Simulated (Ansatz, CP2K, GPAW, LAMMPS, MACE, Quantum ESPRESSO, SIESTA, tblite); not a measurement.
# Amorphous Ge (61 atoms) in CP2K, part 3 of 3

Aim: run amorphous Ge (61 atoms) in CP2K and see how near its forces come to a plane-wave reference, and at what cost.

Program: CP2K 2026.2; the method stands at each step. Banners, paths, timers and routine set-up lines are dropped from the logs unmarked, and long logs keep their key lines alone; longer cuts are marked.

So far. Step 6 (PBEsol, PBE potentials, DZVP-UZH, 350/50 Ry …): Against the first run (12 %), the force difference from the reference is 14 %, at 1.0 times the CPU time; the model has changed, so this is no error of the program alone. Step 7 (PBE, DZVP-UZH, 489/50 Ry, diagonalisation): Against the first run (12 %), the force difference from the reference is 12 %, at 1.4 times the CPU time: the change moves forces by 0.032 meV/Å r.m.s., so most of the difference comes from elsewhere.

## (8) PBE, DZVP-MOLOPT (SR for Ge), 350/50 Ry, diagonalisation

Method: Kohn-Sham DFT, PBE, GTH-PBE pseudopotentials, Gaussian and plane waves, DZVP-MOLOPT-GTH, diagonalisation.

Contents of input.inp:

```
&GLOBAL
  PROJECT cell
  RUN_TYPE ENERGY_FORCE
  PRINT_LEVEL LOW
&END GLOBAL
&FORCE_EVAL
  METHOD QS
  STRESS_TENSOR ANALYTICAL
  &DFT
    BASIS_SET_FILE_NAME BASIS_MOLOPT
    POTENTIAL_FILE_NAME GTH_POTENTIALS
    &MGRID
      CUTOFF 350
      REL_CUTOFF 50
    &END MGRID
    &QS
      EPS_DEFAULT 1.0E-12
    &END QS
    &SCF
      SCF_GUESS ATOMIC
      EPS_SCF 1.0E-06
      MAX_SCF 200
      ADDED_MOS 27
      &DIAGONALIZATION
        ALGORITHM STANDARD
      &END DIAGONALIZATION
      &SMEAR ON
        METHOD FERMI_DIRAC
        ELECTRONIC_TEMPERATURE [K] 580
      &END SMEAR
      &MIXING
        METHOD BROYDEN_MIXING
        ALPHA 0.15
        NBROYDEN 8
      &END MIXING
      &PRINT
        &RESTART OFF
        &END RESTART
      &END PRINT
    &END SCF
    &XC
      &XC_FUNCTIONAL PBE
      &END XC_FUNCTIONAL
    &END XC
    &PRINT
      &MULLIKEN ON
      &END MULLIKEN
      &HIRSHFELD ON
        SHAPE_FUNCTION DENSITY
      &END HIRSHFELD
      &MO ON
        EIGENVALUES T
        OCCUPATION_NUMBERS T
        MO_INDEX_RANGE 111 134
        &EACH
          QS_SCF 0
        &END EACH
        ADD_LAST NUMERIC
      &END MO
    &END PRINT
  &END DFT
  &SUBSYS
    &CELL
      A 11.51210 0.00000 0.00000
      B 0.00000 11.51210 0.00000
      C 0.00000 0.00000 11.51210
    &END CELL
    &COORD
      SCALED
[... 61 atom lines left out: the same atoms as in the first run ...]
    &END COORD
    &KIND Ge
      BASIS_SET DZVP-MOLOPT-SR-GTH-q4
      POTENTIAL GTH-PBE-q4
    &END KIND
  &END SUBSYS
  &PRINT
    &FORCES ON
    &END FORCES
    &STRESS_TENSOR ON
    &END STRESS_TENSOR
  &END PRINT
&END FORCE_EVAL
```

On the command line:

```console
$ OMP_NUM_THREADS=2 cp2k.psmp -i input.inp > output.txt
```

Numbers of over 12 decimals in the logs are rounded to 6 here.

Log:

```text
CP2K| version string:                                       CP2K version 2026.2
 CP2K| Input file name                                                 input.inp
 GLOBAL| Basis set file name                                        BASIS_MOLOPT
 GLOBAL| Potential file name                                      GTH_POTENTIALS
 GLOBAL| Run type                                                   ENERGY_FORCE
 GLOBAL| Total number of message passing processes                             1
 GLOBAL| Number of threads for this process                                    2
 TOTAL NUMBERS AND MAXIMUM NUMBERS
  Total number of            - Atomic kinds:                                   1
                             - Atoms:                                         61
[... lines left out ...]
                        Smear method:                                FERMI_DIRAC
[... lines left out ...]
 Number of electrons:                                                        244
[... lines left out ...]
  Step     Update method      Time    Convergence         Total energy    Change
[... lines left out ...]
  *** SCF run converged in    19 steps ***
[... lines left out ...]
  Fermi energy:                                                 0.132656
  Total energy:                                              -239.165729
  Total energy (extrapolated to T->0):                       -239.163511
[... lines left out ...]
 MO| E(Fermi):            0.132656 a.u.          3.609754 eV
[... lines left out ...]
 !-----------------------------------------------------------------------------!
 !-----------------------------------------------------------------------------!
                           Hirshfeld Charges
  #Atom  Element  Kind  Ref Charge     Population                    Net charge
      1       Ge     1       4.000          4.007                        -0.007
      2       Ge     1       4.000          4.021                        -0.021
      3       Ge     1       4.000          4.001                        -0.001
[...]
60       Ge     1       4.000          4.013                        -0.013
     61       Ge     1       4.000          4.006                        -0.006
  Total Charge                                                           -0.000
 !-----------------------------------------------------------------------------!
 ENERGY| Total FORCE_EVAL ( QS ) energy [hartree]           -239.165723
 FORCES| Atomic forces [hartree/bohr]
 FORCES|   Atom     x               y               z               |f|
 FORCES|      1 -2.88157015E-03  7.43072648E-03 -1.33640980E-03   8.08115918E-03
 FORCES|      2 -1.95566147E-03 -2.59513578E-03 -3.56596567E-03   4.82446398E-03
 FORCES|      3 -1.31871315E-03 -6.75913100E-03  8.95605091E-04   6.94456368E-03
[...]
FORCES|     60  4.39488038E-03 -1.33476280E-03  5.25462545E-03   6.97908689E-03
 FORCES|     61 -4.70365592E-03  3.24927898E-03  5.82781351E-04   5.74646213E-03
 FORCES| Sum    -1.37533264E-07  5.63175217E-08  1.58881347E-08
 FORCES| Total atomic force                                       1.49464025E-07
 STRESS| Analytical stress tensor [bar]
 STRESS|                        x                   y                   z
 STRESS|      x       -9.36376533855E+03   1.37057223785E+04  -3.24615032189E+03
 STRESS|      y        1.37057223785E+04   1.14019154466E+04  -8.12665987884E+03
 STRESS|      z       -3.24615032189E+03  -8.12665987884E+03   3.70425273174E+04
 STRESS| 1/3 Trace                                             1.30268924751E+04
```

Run time: 66 s. Hardware: 2 threads of Arm Neoverse V1, shared host; peak memory 1.8 GiB; 1.9 min of CPU time.

Numbers from this run, and their distance from the reference:

```yaml
r_m_s_force_component: 0.2386 eV/Å
r_m_s_difference_of_force_components: 22.42 meV/Å
longest_difference_of_force_vectors: 110.2 meV/Å
force_difference_over_r_m_s_force: 9.384 %
slope_of_forces_against_the_reference_s: 0.994
correlation_of_force_components: 0.9956
pressure: 1.303 GPa
pressure_difference: 0.7263 GPa
```

Against the first run (12 %), the force difference from the reference is 9.4 %, at 0.72 times the CPU time, with 793 basis functions against 793; this set comes with other potentials too, so the change isn't the basis's alone.

## (9) PBE, DZVP-UZH, 350/30 Ry, diagonalisation

Method: Kohn-Sham DFT, PBE, GTH-PBE pseudopotentials, Gaussian and plane waves, DZVP-MOLOPT (UZH set), diagonalisation.

input.inp, as its differences from that of step 8:

```diff
@@ -9,7 +9,7 @@
   &DFT
-    BASIS_SET_FILE_NAME BASIS_MOLOPT
-    POTENTIAL_FILE_NAME GTH_POTENTIALS
+    BASIS_SET_FILE_NAME BASIS_MOLOPT_UZH
+    POTENTIAL_FILE_NAME POTENTIAL_UZH
     &MGRID
       CUTOFF 350
-      REL_CUTOFF 50
+      REL_CUTOFF 30
     &END MGRID
@@ -72,3 +72,3 @@
     &KIND Ge
-      BASIS_SET DZVP-MOLOPT-SR-GTH-q4
+      BASIS_SET DZVP-MOLOPT-PBE-GTH-q4
       POTENTIAL GTH-PBE-q4
```

Log:

```text
CP2K| version string:                                       CP2K version 2026.2
 CP2K| Input file name                                                 input.inp
 GLOBAL| Basis set file name                                    BASIS_MOLOPT_UZH
 GLOBAL| Potential file name                                       POTENTIAL_UZH
 GLOBAL| Run type                                                   ENERGY_FORCE
 GLOBAL| Total number of message passing processes                             1
 GLOBAL| Number of threads for this process                                    2
 TOTAL NUMBERS AND MAXIMUM NUMBERS
  Total number of            - Atomic kinds:                                   1
                             - Atoms:                                         61
[... lines left out ...]
                        Smear method:                                FERMI_DIRAC
[... lines left out ...]
 Number of electrons:                                                        244
[... lines left out ...]
  Step     Update method      Time    Convergence         Total energy    Change
[... lines left out ...]
  *** SCF run converged in    20 steps ***
[... lines left out ...]
  Fermi energy:                                                 0.131155
  Total energy:                                              -239.177009
  Total energy (extrapolated to T->0):                       -239.174801
[... lines left out ...]
 MO| E(Fermi):            0.131155 a.u.          3.568902 eV
[... lines left out ...]
 !-----------------------------------------------------------------------------!
 !-----------------------------------------------------------------------------!
                           Hirshfeld Charges
  #Atom  Element  Kind  Ref Charge     Population                    Net charge
      1       Ge     1       4.000          4.007                        -0.007
      2       Ge     1       4.000          4.022                        -0.022
      3       Ge     1       4.000          4.001                        -0.001
[...]
60       Ge     1       4.000          4.013                        -0.013
     61       Ge     1       4.000          4.006                        -0.006
  Total Charge                                                           -0.000
 !-----------------------------------------------------------------------------!
 ENERGY| Total FORCE_EVAL ( QS ) energy [hartree]           -239.177012
 FORCES| Atomic forces [hartree/bohr]
 FORCES|   Atom     x               y               z               |f|
 FORCES|      1 -3.08094265E-03  7.60482477E-03 -1.26692789E-03   8.30244986E-03
 FORCES|      2 -1.70150922E-03 -2.64053609E-03 -3.84941668E-03   4.96845784E-03
 FORCES|      3 -1.36509573E-03 -6.56842996E-03  1.11704764E-03   6.80114357E-03
[...]
FORCES|     60  4.20696059E-03 -1.41235071E-03  4.87366653E-03   6.59134868E-03
 FORCES|     61 -4.80794153E-03  3.53154125E-03  6.47272726E-04   6.00058725E-03
 FORCES| Sum    -7.29738345E-07 -9.06668142E-05 -4.14798111E-05
 FORCES| Total atomic force                                       9.97074643E-05
 STRESS| Analytical stress tensor [bar]
 STRESS|                        x                   y                   z
 STRESS|      x       -1.22700081659E+04   1.38773913490E+04  -3.30441407676E+03
 STRESS|      y        1.38773913490E+04   8.88856480421E+03  -8.29546150982E+03
 STRESS|      z       -3.30441407676E+03  -8.29546150982E+03   3.49305509516E+04
 STRESS| 1/3 Trace                                             1.05163691967E+04
```

Elapsed: 69 s, on 2 threads; peak memory 1.8 GiB.

Numbers from this run, and their distance from the reference:

```
r.m.s. force component                          : 0.2393 eV/Å
r.m.s. difference of force components           : 28.41 meV/Å
longest difference of force vectors             : 135.9 meV/Å
force difference over r.m.s. force              : 11.89 %
slope of forces against the reference's         : 0.9945
correlation of force components                 : 0.9929
pressure                                        : 1.052 GPa
pressure difference                             : 0.4752 GPa
energy less the same-level run's                : -0.0475 meV/atom
r.m.s. force difference from the same-level run : 0.49 meV/Å
```

This is a coarse setting, run to see what it loses.

Against the first run (12 %), the force difference from the reference is 12 %, at 0.76 times the CPU time: the change moves forces by 0.49 meV/Å r.m.s., so most of the difference comes from elsewhere.

## (10) RPBE, PBE potentials, DZVP-UZH, 350/50 Ry, diagonalisation

Method: Kohn-Sham DFT, RPBE, GTH-PBE pseudopotentials, Gaussian and plane waves, DZVP-MOLOPT (UZH set), diagonalisation.

input.inp, as its differences from that of step 9:

```diff
@@ -13,3 +13,3 @@
       CUTOFF 350
-      REL_CUTOFF 30
+      REL_CUTOFF 50
     &END MGRID
@@ -41,3 +41,7 @@
     &XC
-      &XC_FUNCTIONAL PBE
+      &XC_FUNCTIONAL
+        &GGA_X_RPBE
+        &END GGA_X_RPBE
+        &GGA_C_PBE
+        &END GGA_C_PBE
       &END XC_FUNCTIONAL
@@ -68,3 +72,2 @@
     &COORD
-      SCALED
 [... 61 atom lines left out: the same atoms as in the first run ...]
```

Log:

```text
CP2K| version string:                                       CP2K version 2026.2
 CP2K| Input file name                                                 input.inp
 GLOBAL| Basis set file name                                    BASIS_MOLOPT_UZH
 GLOBAL| Potential file name                                       POTENTIAL_UZH
 GLOBAL| Run type                                                   ENERGY_FORCE
 GLOBAL| Total number of message passing processes                             1
 GLOBAL| Number of threads for this process                                    2
[... lines left out ...]
                        Smear method:                                FERMI_DIRAC
[... lines left out ...]
 Number of electrons:                                                        244
[... lines left out ...]
  Step     Update method      Time    Convergence         Total energy    Change
[... lines left out ...]
  *** SCF run converged in    20 steps ***
[... lines left out ...]
  Fermi energy:                                                 0.132183
  Total energy:                                              -239.405817
  Total energy (extrapolated to T->0):                       -239.403552
[... lines left out ...]
 MO| E(Fermi):            0.132183 a.u.          3.596874 eV
[... lines left out ...]
     61       Ge     1       4.000          4.006                        -0.006
  Total Charge                                                           -0.000
 !-----------------------------------------------------------------------------!
 ENERGY| Total FORCE_EVAL ( QS ) energy [hartree]           -239.405826
 FORCES| Atomic forces [hartree/bohr]
 FORCES|   Atom     x               y               z               |f|
 FORCES|      1 -2.79648367E-03  7.03039596E-03 -1.32862735E-03   7.68192937E-03
 FORCES|      2 -1.81786890E-03 -2.44976109E-03 -3.74355056E-03   4.82909386E-03
 FORCES|      3 -1.09973485E-03 -6.49466866E-03  1.40799839E-03   6.73591844E-03
[...]
FORCES|     60  4.53766279E-03 -1.56001452E-03  4.89902268E-03   6.85743772E-03
 FORCES|     61 -4.52044130E-03  3.46945662E-03  8.50915388E-04   5.76156019E-03
 FORCES| Sum     1.84744168E-06  3.31423594E-07  1.00831671E-06
 FORCES| Total atomic force                                       2.13063018E-06
 STRESS| Analytical stress tensor [bar]
 STRESS|                        x                   y                   z
 STRESS|      x       -8.79044129622E+03   1.40445640507E+04  -3.45679147031E+03
 STRESS|      y        1.40445640507E+04   1.25334967053E+04  -8.51063236553E+03
 STRESS|      z       -3.45679147031E+03  -8.51063236553E+03   3.86207517150E+04
 STRESS| 1/3 Trace                                             1.41212690414E+04
```

It took 91 s on 2 threads; peak memory 1.8 GiB.

Against the reference:

| Property | Result |
| --- | --- |
| r.m.s. force component | 0.2378 eV/Å |
| r.m.s. difference of force components | 30.15 meV/Å |
| longest difference of force vectors | 148.2 meV/Å |
| force difference over r.m.s. force | 12.62 % |
| slope of forces against the reference's | 0.9872 |
| correlation of force components | 0.992 |
| pressure | 1.412 GPa |
| pressure difference | 0.8357 GPa |

Against the first run (12 %), the force difference from the reference is 13 %, at 1.0 times the CPU time; the model has changed, so this is no error of the program alone.

## (11) The ladder

Differences are against the plane-wave reference, forces as r.m.s. over components; share is that over the reference's r.m.s. force, slope the least-squares factor from reference forces to these. Total energies of different programs have different zeros and aren't compared.

```tsv
run	Δ force, r.m.s. (meV/Å)	share (%)	slope	Δ pressure (GPa)	cores	CPU time	memory (GiB)
reference	-	-	-	-	8	2 min	2.3
CP2K PBE, DZVP-UZH, 350/50 Ry, diagonalisation	28.4	11.9	0.995	0.473	2	2.7 min	1.8
CP2K PBE, SZV-MOLOPT-SR, 350/50 Ry, diagonalisation (coarse)	293	123	0.988	-4.72	1	75 s	1.7
CP2K PBE+D3, DZVP-UZH, 350/50 Ry, diagonalisation	38.3	16.0	0.980	-0.113	2	2.7 min	1.9
CP2K PBE, DZVP-UZH, 244/50 Ry, diagonalisation (coarse)	28.4	11.9	0.995	0.473	2	2.6 min	1.4
CP2K PBEsol, PBE potentials, DZVP-UZH, 350/50 Ry, diagonalisation	32.5	13.6	1.011	-0.182	2	2.7 min	1.8
CP2K PBE, DZVP-UZH, 489/50 Ry, diagonalisation	28.4	11.9	0.995	0.473	2	3.6 min	2.9
CP2K PBE, DZVP-MOLOPT (SR for Ge), 350/50 Ry, diagonalisation	22.4	9.38	0.994	0.726	2	1.9 min	1.8
CP2K PBE, DZVP-UZH, 350/30 Ry, diagonalisation (coarse)	28.4	11.9	0.995	0.475	2	2 min	1.8
CP2K RPBE, PBE potentials, DZVP-UZH, 350/50 Ry, diagonalisation	30.2	12.6	0.987	0.836	2	2.7 min	1.8
```

Rows marked coarse were listed beforehand as settings not expected to be converged; some can still land near the reference.

CPU time is summed over cores on a shared host, where runs went side by side, so it is rough. Symmetry, cutoffs, thresholds, outputs and thread counts weren't matched or tuned between programs; memory under MPI is the largest rank's times the ranks.

Within one program, basis, potentials and functional, energies share a zero. Each run against its twin at the usual cutoff or grid and solver:

```tsv
run	twin	Δ energy (meV/atom)	Δ force, r.m.s. (meV/Å)	CPU time over the twin's
CP2K PBE, DZVP-UZH, 244/50 Ry, diagonalisation	DZVP-UZH, 350/50 Ry, diagonalisation	2.0e-4	0.032	0.97
CP2K PBE, DZVP-UZH, 489/50 Ry, diagonalisation	DZVP-UZH, 350/50 Ry, diagonalisation	2.0e-4	0.032	1.4
CP2K PBE, DZVP-UZH, 350/30 Ry, diagonalisation	DZVP-UZH, 350/50 Ry, diagonalisation	-0.0475	0.49	0.76
```

Further runs of this program without a result: CP2K GFN1-xTB, diagonalisation (not converged).

## (12) Summary of results

```
nearest in forces : CP2K PBE, DZVP-MOLOPT (SR for Ge), 350/50 Ry, diagonalisation, 9.4 %
its CPU time      : 1.9 min
```

**Reading.** The PBE runs in local orbitals, coarse settings apart, differ by 9.4 % (CP2K PBE, DZVP-MOLOPT (SR for Ge), 350/50 Ry, diagonalisation) to 12 % (CP2K PBE, DZVP-UZH, 350/50 Ry, diagonalisation); basis, grid and potentials can all enter. Rows with another functional or a dispersion term differ by 13 % (CP2K RPBE, PBE potentials, DZVP-UZH, 350/50 Ry, diagonalisation) to 16 % (CP2K PBE+D3, DZVP-UZH, 350/50 Ry, diagonalisation), which mixes the change of model with differences of basis and potentials, some of them made for another functional. Runs with settings chosen to be coarse differ by 12 % (CP2K PBE, DZVP-UZH, 244/50 Ry, diagonalisation) to 123 % (CP2K PBE, SZV-MOLOPT-SR, 350/50 Ry, diagonalisation), their programs' other errors included. None of the electronic-structure runs in the table takes under half the reference's CPU time of 2 min; they take 0.62 to 1.8 times as much. In pressure, CP2K PBE, SZV-MOLOPT-SR, 350/50 Ry, diagonalisation misses by -4.7 GPa, at the same functional. The potentials hold different valence shells: 854 electrons in the reference, 244 in CP2K with DZVP-MOLOPT; this bears on time and differences. The quench rate of 5 K/ps is many orders above laboratory rates, so the cell is likely richer in defects and strain than a real sample. The network of bonds at the start is that of the classical potential that made the cell, and needn't be the one that DFT or experiment would give. The reference's stress is far from hydrostatic: its diagonal is -1.7, 0.4, 3.0 GPa, compression counted positive. The electronic-structure runs sample only Γ, in a cell whose shortest periodic width is 12 Å, which is coarse for a cell with partly filled levels.

[Also dropped from logs without a mark: logging warnings of Python, and SIESTA's first energy breakdown and zero terms.]

[Logs are printed without paths, hosts, clocks, repeated set-up lines and the standing remarks that a program may print on its own settings, such as how far it seeks lower states.]

[Hosts, paths, dates, database ids (printed as entryN), source tags and the programs' standing remarks are cut or masked in the printed files.]
